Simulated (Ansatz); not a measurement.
**Converging the field response of a NaH (001) film**

Aim: a convergence study of the equivalent conductor thickness of a NaH (001) film, with the cost of each setting.

Program: Ansatz 0.2.0. Level of theory: plane-wave DFT, PBE, Ansatz PAW, in the first sound run; inputs show where later runs differ. Results are calculated unless marked as measured.

## 1. Starting point

The cell holds 10 atoms: 5 Na and 5 H. Cell: a = 3.451 Å, b = 3.451 Å, c = 27.760 Å, α = 90.0°, β = 90.0°, γ = 90.0°. It derives from NaH (rocksalt NaH). Vacuum lies along c.

As a file:

```cif
data_structure
_symmetry_space_group_name_H-M 'P 1'
_symmetry_Int_Tables_number 1
_cell_length_a 3.4507
_cell_length_b 3.4507
_cell_length_c 27.7600
_cell_angle_alpha 90.000
_cell_angle_beta 90.000
_cell_angle_gamma 90.000
_cell_volume 330.54
loop_
_atom_site_label
_atom_site_type_symbol
_atom_site_fract_x
_atom_site_fract_y
_atom_site_fract_z
_atom_site_occupancy
Na1 Na 0.50000 0.50000 0.32421 1
H2 H 0.00000 0.00000 0.32421 1
Na3 Na 0.00000 0.00000 0.41210 1
H4 H 0.50000 0.50000 0.41210 1
Na5 Na 0.50000 0.50000 0.50000 1
H6 H 0.00000 0.00000 0.50000 1
Na7 Na 0.00000 0.00000 0.58790 1
H8 H 0.50000 0.50000 0.58790 1
Na9 Na 0.50000 0.50000 0.67579 1
H10 H 0.00000 0.00000 0.67579 1
```

## 2. Run, setting first choice

The first choice: the default cutoff of 420 eV, a 8×8×1 mesh, 18 Å of vacuum, 0.1 V/Å and a tight threshold. Each later run changes one input against this one; other functionals and files bring their own cutoffs.

The input, input.yaml:

```yaml
crystal:
  lattice:
    - [3.45068109, 0.0, 0.0]
    - [0.0, 3.45068109, 0.0]
    - [0.0, 0.0, 27.76]
  atoms:
    - { symbol: Na, position: [0.5, 0.5, 0.3242074928] }
    - { symbol: H, position: [0.0, 0.0, 0.3242074928] }
    - { symbol: Na, position: [0.0, 0.0, 0.4121037464] }
    - { symbol: H, position: [0.5, 0.5, 0.4121037464] }
    - { symbol: Na, position: [0.5, 0.5, 0.5] }
    - { symbol: H, position: [0.0, 0.0, 0.5] }
    - { symbol: Na, position: [0.0, 0.0, 0.5878962536] }
    - { symbol: H, position: [0.5, 0.5, 0.5878962536] }
    - { symbol: Na, position: [0.5, 0.5, 0.6757925072] }
    - { symbol: H, position: [0.0, 0.0, 0.6757925072] }
kpoints:
  mp_grid: { grid: [8, 8, 1] }
hamiltonian:
  xc: pbe
scf:
  occupations: { method: fixed }
  convergence: { dr2_threshold: 1.0e-10 }
efield:
  axis: 3
  dipole_correction: true
  ramp_position: 0.97
  ramp_width: 0.06
  amplitude: 0.1
output:
  write_potential: true
  write_density: true
  volumetric_format: npy
```

Command:

```sh
> ansatz run input.yaml --threads 2 --pin off --max-ram 3072MiB --backend cpu --events-out ev --progress --plain --runs-dir out
```

Numbers of over 12 decimals in the logs are rounded to 6 here.

The program printed:

```text
Engine: ansatz 0.2.0, aarch64-unknown-linux-gnu
Pseudopotentials: kind: paw
Pseudopotential: Na, paw, valence charge 9, recommended cutoff 420 eV (normal), Na.paw.azcp
Pseudopotential: H, paw, valence charge 1, recommended cutoff 420 eV (normal), H.paw.azcp
Functional definition: PBE
  parameter kappa = 0.804
  parameter beta = 0.066725
  exchange = pbe_x(kappa = kappa, mu = beta*pi^2/3)
  correlation = pbe_c(beta = beta)
Crystal: 10 atoms, lattice volume = 330.544 Å³
Basis set: ecut = 420 eV, 6433 PW (Γ)
Bands: 35, of which v1, the nominal top of the filled ones, is band 25 counted from 1 (24 counted from 0)
Symmetry: 8 space group operations
k-points: 15 of 64
Non-local potential: Na, projectors of the file, l = 0: 3, l = 1: 2, l = 2: 1
Non-local potential: H, projectors of the file, l = 0: 2, l = 1: 1
PAW form: soft (Blöchl's): semilocal exchange-correlation on the pseudo side does not see the compensation charge
PAW one-centre angular grid: Na, 110 points (default); XC on 64 Gauss nodes
PAW one-centre angular grid: H, 110 points (default); XC on 64 Gauss nodes
Initial density: superposition of atomic densities (neutral atoms: chi_scale 0, normalization atom, screened)
Initial wavefunctions: pseudopotential atomic-orbital guess
Functional: x = pbe(κ = 0.804, μ = 0.219515), c = pbe(β = 0.066725)
SCF iter   1: F=—  HF=-7515.789817 eV  |F-HF|=—  |Δ(HF+E_count)|=         —  Δρ=4.00e-2  dr2=7.38e0  ethr=3.10e-3  p=0.084 e·Å  D=4.60e-2 V/Å  ΔV_dip=-1.28 eV  dr2_dipole=1.64e-3  V_vac-E_F(+/−)=9.60/8.33 eV  ⟨swp⟩=5.6  Hψ=1834  notcnv=0  defer=109
efield: sawtooth ramp at fractional position 0.9700 (set: `efield.ramp_position`, or a place that a band, a saddle search or an elastic batch's reference lends), width 0.0600; the density the first Hamiltonian is built on has a dipole p = 0.084 e·Å; the dipole correction subtracts the counter field D = 4.60e-2 V/Å, which shifts the + side's vacuum level by -1.28 eV against the − side's; the planar-averaged density in the ramp window peaks in size at 5.9e-6 e/Å³
preconditioner: auto → Resta (q_TF=auto, 1.992 Å⁻¹)  ε∞=1.6  [insulator: Δε(μ)=4.617 eV  Ē_g=8.562 eV  n_scr=44 (ndim 8)  ℏωp=6.5 eV  f_vac=0.496  ε∞_Penn≈1.6  vacuum switching on, ρ_ref=5.3e-3 e/Å³]
SCF iter   2: F=—  HF=-7513.307602 eV  |F-HF|=—  |Δ(HF+E_count)|=    2.48e0  Δρ=1.24e-2  dr2=9.33e-1  ethr=3.10e-3  p=0.058 e·Å  D=3.18e-2 V/Å  ΔV_dip=-0.88 eV  dr2_dipole=4.85e-6  V_vac-E_F(+/−)=6.67/5.00 eV  ⟨swp⟩=2.0  Hψ=794  notcnv=0  defer=85  κ⁻¹=1.0e0(r=1)
SCF iter   3: F=—  HF=-7513.056132 eV  |F-HF|=—  |Δ(HF+E_count)|=   2.51e-1  Δρ=4.00e-3  dr2=3.41e-2  ethr=1.87e-3  p=0.056 e·Å  D=3.04e-2 V/Å  ΔV_dip=-0.84 eV  dr2_dipole=3.83e-5  V_vac-E_F(+/−)=4.94/3.24 eV  ⟨swp⟩=2.7  Hψ=606  notcnv=0  defer=112  κ⁻¹=6.2e-3(r=2)
SCF iter   4: F=—  HF=-7513.082129 eV  |F-HF|=—  |Δ(HF+E_count)|=   2.60e-2  Δρ=9.07e-4  dr2=5.69e-3  ethr=6.81e-5  p=0.062 e·Å  D=3.41e-2 V/Å  ΔV_dip=-0.95 eV  dr2_dipole=2.37e-5  V_vac-E_F(+/−)=4.97/3.36 eV  ⟨swp⟩=2.7  Hψ=685  notcnv=0  defer=119  κ⁻¹=3.1e-3(r=3)
SCF iter   5: F=—  HF=-7513.084247 eV  |F-HF|=—  |Δ(HF+E_count)|=   2.12e-3  Δρ=2.83e-4  dr2=5.87e-4  ethr=1.14e-5  p=0.060 e·Å  D=3.30e-2 V/Å  ΔV_dip=-0.92 eV  dr2_dipole=3.11e-6  V_vac-E_F(+/−)=4.85/3.22 eV  ⟨swp⟩=2.4  Hψ=609  notcnv=0  defer=120  κ⁻¹=1.4e-4(r=4)
SCF iter   6: F=—  HF=-7513.084420 eV  |F-HF|=—  |Δ(HF+E_count)|=   1.72e-4  Δρ=6.48e-5  dr2=1.26e-5  ethr=1.17e-6  p=0.059 e·Å  D=3.24e-2 V/Å  ΔV_dip=-0.90 eV  dr2_dipole=1.44e-8  V_vac-E_F(+/−)=4.80/3.16 eV  ⟨swp⟩=2.8  Hψ=796  notcnv=0  defer=120  κ⁻¹=4.9e-6(r=5)
SCF iter   7: F=—  HF=-7513.084443 eV  |F-HF|=—  |Δ(HF+E_count)|=   2.36e-5  Δρ=3.22e-5  dr2=2.34e-6  ethr=2.52e-8  p=0.059 e·Å  D=3.24e-2 V/Å  ΔV_dip=-0.90 eV  dr2_dipole=4.32e-9  V_vac-E_F(+/−)=4.80/3.15 eV  ⟨swp⟩=2.0  Hψ=579  notcnv=0  defer=107  κ⁻¹=4.3e-7(r=6)
SCF iter   8: F=—  HF=-7513.084511 eV  |F-HF|=—  |Δ(HF+E_count)|=   6.76e-5  Δρ=6.36e-6  dr2=4.47e-7  ethr=4.68e-9  p=0.059 e·Å  D=3.23e-2 V/Å  ΔV_dip=-0.90 eV  dr2_dipole=1.93e-9  V_vac-E_F(+/−)=4.80/3.14 eV  ⟨swp⟩=2.0  Hψ=579  notcnv=0  defer=75  κ⁻¹=1.9e-8(r=7)
SCF iter   9: F=—  HF=-7513.084511 eV  |F-HF|=—  |Δ(HF+E_count)|=   1.12e-7  Δρ=1.02e-6  dr2=1.59e-9  ethr=8.94e-10  p=0.059 e·Å  D=3.24e-2 V/Å  ΔV_dip=-0.90 eV  dr2_dipole=8.21e-13  V_vac-E_F(+/−)=4.80/3.15 eV  ⟨swp⟩=2.0  Hψ=541  notcnv=0  defer=78  κ⁻¹=4.2e-10(r=8)
SCF iter  10: F=—  HF=-7513.084511 eV  |F-HF|=—  |Δ(HF+E_count)|=   2.91e-9  Δρ=2.97e-7  dr2=1.78e-10  ethr=1.00e-12  p=0.059 e·Å  D=3.24e-2 V/Å  ΔV_dip=-0.90 eV  dr2_dipole=1.31e-12  V_vac-E_F(+/−)=4.80/3.15 eV  ⟨swp⟩=14.0  Hψ=2739  notcnv=0  κ⁻¹=1.9e-10(r=8)
SCF iter  11: F=-7513.084511 eV  HF=-7513.084511 eV  |F-HF|=2.91e-11  |Δ(HF+E_count)|=  3.24e-10  Δρ=6.90e-8  dr2=9.48e-12  ethr=1.00e-12  p=0.059 e·Å  D=3.24e-2 V/Å  ΔV_dip=-0.90 eV  dr2_dipole=2.59e-14  V_vac-E_F(+/−)=4.80/3.15 eV  ⟨swp⟩=2.1  Hψ=970  notcnv=0
SCF 1 converged in 11 iterations: F = -7513.084511 eV  dr2 = 9.48e-12
  greatest PAW one-centre occupation: 0.999 electrons in one spin orbital (limit 2), on the Na atom at site 0 (counted from 0), in its partial waves of l = 0
WARN: The output density's exchange-correlation potential varies sharply where the density is thin. Do not read a vacuum level from v_tot or v_xc, or from such a field of the output density. On a cell that repeats whose density bears no net charge and no dipole along the vacuum's axis use v_es (v_loc + v_h of the components); under efield.dipole_correction with no amplitude use v_es + v_field, which holds any externa [...]
SCF converged after 11 iterations
Stability not checked: this state was not tested for a lower state beside it, because the mixer in use, unlike msr1, does not test its closes by its own steps (another_mixer; see scf.mixing.algorithm and scf.lower_state_search)
Free energy (F): -7513.084511 eV
Harris-Foulkes:  -7513.084511 eV  (|F-HF|=2.91e-11)
Internal energy: -7513.084511 eV  (E = F + TS)
E sigma→0 (E₀):  -7513.084511 eV
Fermi energy:    -1.807240 eV
Dipole field:    D = 0.032352 V/Å  (p = 0.059097 e·Å, saw-weighted, corrected)
Work function:   not extracted (applied field tilts the vacuum); planar V_es + V_field profile in the machine report
Levels:          The Fermi level and band energies are counted from a zero that moves with the ramp; work functions are not
--- Per-component energies (eV) ---
  E_band       = -1287.569503
  E_kinetic    = 668.785038
  E_local      = -35046.943112  (includes V_loc(G=0)·N_el)
  E_nonlocal   = 582.297358
  E_hartree    = 16509.125997
  E_xc         = -239.832452
  E_vxc        = -308.398182  (∫ρ·V_xc dr)
  E_paw        = -1317.805968  (= ΣΔE_a)
  E_vpaw       = -201.553045  (= ΣTr[D̂ρ^β])
  E_aug_tail   = -0.005714  (compensation charges beyond the density's cutoff)
  E_efield     = -0.004954  (sawtooth field / dipole correction)
  E_vefield    = -0.003998  (∫n·V_field dr)
  E_ewald      = 11331.299295
  E_smearing   = -0.000000  (= −TS)
  E_closure    = -0.000000  (closes the sum)
  Σ components = -7513.084511   (vs F -7513.084511, Δ=0.00e0)
--- Band table (eV; the first three rows and the last of 15) ---
  k-point 0: bands = [... 21 lower, -4.9599, -4.2352, -3.3753, -2.5829, 0.9966, 1.6138, 2.0800, 2.9301, ... 6 higher]
  k-point 1: bands = [... 21 lower, -4.7942, -4.0841, -3.2531, -2.5072, 1.1682, 1.7802, 2.2643, 3.0860, ... 6 higher]
  k-point 2: bands = [... 21 lower, -4.3201, -3.6659, -2.9483, -2.3750, 1.6308, 2.2065, 2.7869, 3.0687, ... 6 higher]
  k-point 14: bands = [... 21 lower, -2.1893, -2.0931, -2.0701, -1.8072, 2.6469, 2.6469, 3.1351, 3.1351, ... 6 higher]
```

Wall time 10 s (2 threads of Arm Neoverse V1, shared host); peak memory 0.49 GiB; 19 s of CPU time.

In the SCF lines HF is the Harris–Foulkes energy and dr2 the Hartree energy of the density residual, in eV; the loop may stop once dr2 is under the threshold and the program's other checks hold. Hψ counts applications of the Hamiltonian.

Numbers from this step:

- gap on the k-mesh: 2.804 eV
- dipole along the normal: 0.05910 e·Å
- equivalent conductor thickness p/(ε₀AE): 8.981 Å

Running mean over 2.44 Å of the planar mean, with the applied field; the ramp of the sawtooth is left out. Electron's electrostatic potential energy less the highest filled level against z:

| z (Å) | electron's electrostatic potential energy less the highest filled level (eV) |
| --- | --- |
| 4 | 3.46 |
| 5 | 3.56 |
| 6 | 3.63 |
| 7 | 3.47 |
| 8 | 0.919 |
| 9 | -0.124 |
| 10 | -0.0817 |
| 11 | -0.0230 |
| 12 | 0.00416 |
| 13 | 0.0318 |
| 14 | 0.0631 |
| 15 | 0.0963 |
| 16 | 0.134 |
| 17 | 0.165 |
| 18 | 0.157 |
| 19 | 0.234 |
| 20 | 2.20 |
| 21 | 4.11 |
| 22 | 4.35 |
| 23 | 4.46 |
| 24 | 4.56 |

The dipole corresponds to a conductor 8.981 Å thick.

## 3. Single point, box 27.8 Å

input.yaml: that of step 2 with these lines changed.

```diff
@@ -29,2 +29,4 @@
   amplitude: 0.1
+basis:
+  ecutwfc: "250 eV"
 output:
```

The program printed:

```text
Warning: basis.ecutwfc = 250 eV is below the records' recommended 420 eV, and the density's cutoff is lower with it unless basis.ecutrho_ratio is high enough to keep the records' density cutoff: compare with a run at a higher cutoff
[...]
Crystal: 10 atoms, lattice volume = 330.544 Å³
Basis set: ecut = 250 eV, 2947 PW (Γ)
[...]
k-point 0: bands = [... 21 lower, -4.9807, -4.2538, -3.3896, -2.5927, 0.9667, 1.5906, 1.9108, 2.8326, ... 6 higher]
  k-point 1: bands = [... 21 lower, -4.8162, -4.1042, -3.2690, -2.5186, 1.1397, 1.7587, 2.0933, 3.0021, ... 6 higher]
  k-point 2: bands = [... 21 lower, -4.3413, -3.6850, -2.9629, -2.3879, 1.6081, 2.1900, 2.6161, 3.0443, ... 6 higher]
  k-point 14: bands = [... 21 lower, -2.1976, -2.1007, -2.0780, -1.8142, 2.6172, 2.6172, 3.1063, 3.1063, ... 6 higher]
[key lines of the parts left out:]
SCF converged after 11 iterations
Free energy (F): -7510.737314 eV
Fermi energy:    -1.814199 eV
Dipole field:    D = 0.032390 V/Å  (p = 0.059168 e·Å, saw-weighted, corrected)
```

The job ended after 5.2 s (2 threads; peak memory 0.34 GiB).

The dipole corresponds to a conductor 8.992 Å thick, +0.12 % from the first choice, at 0.54 times its CPU time.

## 4. Run, box 27.8 Å

input.yaml: that of step 3 with these lines changed.

```diff
@@ -30,3 +30,3 @@
 basis:
-  ecutwfc: "250 eV"
+  ecutwfc: "330 eV"
 output:
```

The program printed:

```text
[...]
Crystal: 10 atoms, lattice volume = 330.544 Å³
Basis set: ecut = 330 eV, 4475 PW (Γ)
Bands: 35, of which v1, the nominal top of the filled ones, is band 25 counted from 1 (24 counted from 0)
Symmetry: 8 space group operations
k-points: 15 of 64
[...]
k-point 0: bands = [... 21 lower, -4.9604, -4.2354, -3.3751, -2.5814, 0.9947, 1.6123, 2.0558, 2.9188, ... 6 higher]
  k-point 1: bands = [... 21 lower, -4.7945, -4.0846, -3.2534, -2.5061, 1.1665, 1.7789, 2.2401, 3.0773, ... 6 higher]
  k-point 2: bands = [... 21 lower, -4.3205, -3.6661, -2.9484, -2.3739, 1.6295, 2.2056, 2.7638, 3.0691, ... 6 higher]
  k-point 14: bands = [... 21 lower, -2.1873, -2.0924, -2.0686, -1.8072, 2.6467, 2.6467, 3.1343, 3.1343, ... 6 higher]
[key lines of the parts left out:]
SCF converged after 11 iterations
Free energy (F): -7512.990230 eV
Fermi energy:    -1.807200 eV
Dipole field:    D = 0.032360 V/Å  (p = 0.059112 e·Å, saw-weighted, corrected)
```

Wall time 7.3 s (2 threads); peak memory 0.43 GiB.

The dipole corresponds to a conductor 8.983 Å thick, +0.03 % from the first choice, at 0.75 times its CPU time.

## 5. Run, box 27.8 Å (run 2)

input.yaml: that of step 4 with these lines changed.

```diff
@@ -30,3 +30,3 @@
 basis:
-  ecutwfc: "330 eV"
+  ecutwfc: "600 eV"
 output:
```

The program printed:

```text
[...]
Crystal: 10 atoms, lattice volume = 330.544 Å³
Basis set: ecut = 600 eV, 11039 PW (Γ)
Bands: 35, of which v1, the nominal top of the filled ones, is band 25 counted from 1 (24 counted from 0)
Symmetry: 8 space group operations
k-points: 15 of 64
[...]
k-point 0: bands = [... 21 lower, -4.9594, -4.2347, -3.3749, -2.5823, 0.9953, 1.6128, 2.0742, 2.9271, ... 6 higher]
  k-point 1: bands = [... 21 lower, -4.7937, -4.0836, -3.2527, -2.5067, 1.1670, 1.7793, 2.2585, 3.0838, ... 6 higher]
  k-point 2: bands = [... 21 lower, -4.3195, -3.6654, -2.9480, -2.3745, 1.6297, 2.2057, 2.7814, 3.0694, ... 6 higher]
  k-point 14: bands = [... 21 lower, -2.1888, -2.0930, -2.0697, -1.8074, 2.6478, 2.6478, 3.1358, 3.1358, ... 6 higher]
[key lines of the parts left out:]
SCF converged after 11 iterations
Free energy (F): -7513.095340 eV
Fermi energy:    -1.807366 eV
Dipole field:    D = 0.032353 V/Å  (p = 0.059099 e·Å, saw-weighted, corrected)
```

It took 18 s on 2 threads; peak memory 0.71 GiB.

The dipole corresponds to a conductor 8.981 Å thick, +0.00 % from the first choice, at 1.9 times its CPU time.

## 6. Single point, box 27.8 Å (run 2)

input.yaml: that of step 5 with these lines changed.

```diff
@@ -17,3 +17,3 @@
 kpoints:
-  mp_grid: { grid: [8, 8, 1] }
+  mp_grid: { grid: [1, 1, 1] }
 hamiltonian:
@@ -29,4 +29,2 @@
   amplitude: 0.1
-basis:
-  ecutwfc: "600 eV"
 output:
```

The program printed:

```text
[...]
Crystal: 10 atoms, lattice volume = 330.544 Å³
Basis set: ecut = 420 eV, 6433 PW (Γ)
Bands: 35, of which v1, the nominal top of the filled ones, is band 25 counted from 1 (24 counted from 0)
Symmetry: 8 space group operations
k-points: 1
[...]
Internal energy: -7522.549350 eV  (E = F + TS)
E sigma→0 (E₀):  -7522.549350 eV
Fermi energy:    -3.497642 eV
Dipole field:    D = 0.033732 V/Å  (p = 0.061618 e·Å, saw-weighted, corrected)
Work function:   not extracted (applied field tilts the vacuum); planar V_es + V_field profile in the machine report
[...]
--- Band table (eV) ---
  k-point 0: bands = [... 21 lower, -5.7309, -4.9847, -4.1672, -3.4976, 1.0502, 1.5736, 2.2780, 2.6269, ... 6 higher]
[key lines of the parts left out:]
SCF converged after 11 iterations
Free energy (F): -7522.549350 eV
```

It took 0.92 s on 2 threads; peak memory 0.31 GiB; 1.6 s of CPU time.

The dipole corresponds to a conductor 9.364 Å thick, +4.27 % from the first choice, at 0.085 times its CPU time.

## 7. Single point, box 27.8 Å (run 3)

input.yaml: that of step 6 with these lines changed.

```diff
@@ -17,3 +17,3 @@
 kpoints:
-  mp_grid: { grid: [1, 1, 1] }
+  mp_grid: { grid: [2, 2, 1] }
 hamiltonian:
```

The program printed:

```text
[...]
Crystal: 10 atoms, lattice volume = 330.544 Å³
Basis set: ecut = 420 eV, 6433 PW (Γ)
Bands: 35, of which v1, the nominal top of the filled ones, is band 25 counted from 1 (24 counted from 0)
Symmetry: 8 space group operations
k-points: 3 of 4
[...]
--- Band table (eV) ---
  k-point 0: bands = [... 21 lower, -4.8321, -4.1058, -3.2458, -2.4543, 0.9905, 1.6086, 2.0483, 2.9397, ... 6 higher]
  k-point 1: bands = [... 21 lower, -3.0249, -2.8509, -2.8255, -2.5586, 1.6727, 2.0870, 2.0902, 2.9176, ... 6 higher]
  k-point 2: bands = [... 21 lower, -2.0540, -1.9447, -1.9216, -1.6411, 2.7547, 2.7547, 3.2464, 3.2464, ... 6 higher]
[key lines of the parts left out:]
SCF converged after 11 iterations
Free energy (F): -7512.498115 eV
Fermi energy:    -1.641114 eV
Dipole field:    D = 0.032924 V/Å  (p = 0.060142 e·Å, saw-weighted, corrected)
```

The job ended after 1.6 s (2 threads; peak memory 0.41 GiB).

The dipole corresponds to a conductor 9.140 Å thick, +1.77 % from the first choice, at 0.15 times its CPU time.

## 8. Single point, box 27.8 Å (run 4)

input.yaml: that of step 7 with these lines changed.

```diff
@@ -17,3 +17,3 @@
 kpoints:
-  mp_grid: { grid: [2, 2, 1] }
+  mp_grid: { grid: [4, 4, 1] }
 hamiltonian:
```

The program printed:

```text
[...]
Crystal: 10 atoms, lattice volume = 330.544 Å³
Basis set: ecut = 420 eV, 6433 PW (Γ)
Bands: 35, of which v1, the nominal top of the filled ones, is band 25 counted from 1 (24 counted from 0)
Symmetry: 8 space group operations
k-points: 6 of 16
[...]
k-point 0: bands = [... 21 lower, -4.9593, -4.2337, -3.3749, -2.5836, 0.9969, 1.6135, 2.0802, 2.9296, ... 6 higher]
  k-point 1: bands = [... 21 lower, -4.3195, -3.6643, -2.9478, -2.3757, 1.6313, 2.2063, 2.7870, 3.0685, ... 6 higher]
  k-point 2: bands = [... 21 lower, -3.1549, -2.9780, -2.9750, -2.7063, 1.5940, 1.9922, 2.0202, 2.8479, ... 6 higher]
  k-point 5: bands = [... 21 lower, -2.1887, -2.0904, -2.0725, -1.8041, 2.6466, 2.6466, 3.1360, 3.1360, ... 6 higher]
[key lines of the parts left out:]
SCF converged after 11 iterations
Free energy (F): -7513.083257 eV
Fermi energy:    -1.804136 eV
Dipole field:    D = 0.032387 V/Å  (p = 0.059161 e·Å, saw-weighted, corrected)
```

The job ended after 3.7 s (2 threads; peak memory 0.43 GiB; 6.8 s of CPU time).

The dipole corresponds to a conductor 8.991 Å thick, +0.11 % from the first choice, at 0.36 times its CPU time.

## 9. Single point, box 27.8 Å (run 5)

input.yaml: that of step 8 with these lines changed.

```diff
@@ -17,3 +17,3 @@
 kpoints:
-  mp_grid: { grid: [4, 4, 1] }
+  mp_grid: { grid: [16, 16, 1] }
 hamiltonian:
```

The program printed:

```text
[...]
Crystal: 10 atoms, lattice volume = 330.544 Å³
Basis set: ecut = 420 eV, 6433 PW (Γ)
Bands: 35, of which v1, the nominal top of the filled ones, is band 25 counted from 1 (24 counted from 0)
Symmetry: 8 space group operations
k-points: 45 of 256
[...]
k-point 0: bands = [... 21 lower, -4.9599, -4.2352, -3.3753, -2.5829, 0.9966, 1.6138, 2.0800, 2.9300, ... 6 higher]
  k-point 1: bands = [... 21 lower, -4.9182, -4.1970, -3.3439, -2.5626, 1.0400, 1.6561, 2.1263, 2.9713, ... 6 higher]
  k-point 2: bands = [... 21 lower, -4.7942, -4.0841, -3.2531, -2.5072, 1.1682, 1.7802, 2.2643, 3.0860, ... 6 higher]
  k-point 44: bands = [... 21 lower, -2.1893, -2.0931, -2.0700, -1.8072, 2.6469, 2.6469, 3.1351, 3.1351, ... 6 higher]
[key lines of the parts left out:]
SCF converged after 11 iterations
Free energy (F): -7513.084531 eV
Fermi energy:    -1.807241 eV
Dipole field:    D = 0.032352 V/Å  (p = 0.059097 e·Å, saw-weighted, corrected)
```

Elapsed: 29 s, on 2 threads; peak memory 0.79 GiB; 57 s of CPU time.

The dipole corresponds to a conductor 8.981 Å thick, +0.00 % from the first choice, at 3.0 times its CPU time.

[end of part 1 of 3]

[Logs are printed without paths, hosts, clocks, repeated set-up lines and the standing remarks that a program may print on its own settings, such as how far it seeks lower states.]

[Hosts, paths, dates, database ids (printed as entryN), source tags and the programs' standing remarks are cut or masked in the printed files.]

[Maps of the electrostatic potential energy from Ansatz leave out the sawtooth potential of an applied field or a dipole correction, so their vacuum need not be flat; planar profiles and work functions include it.]
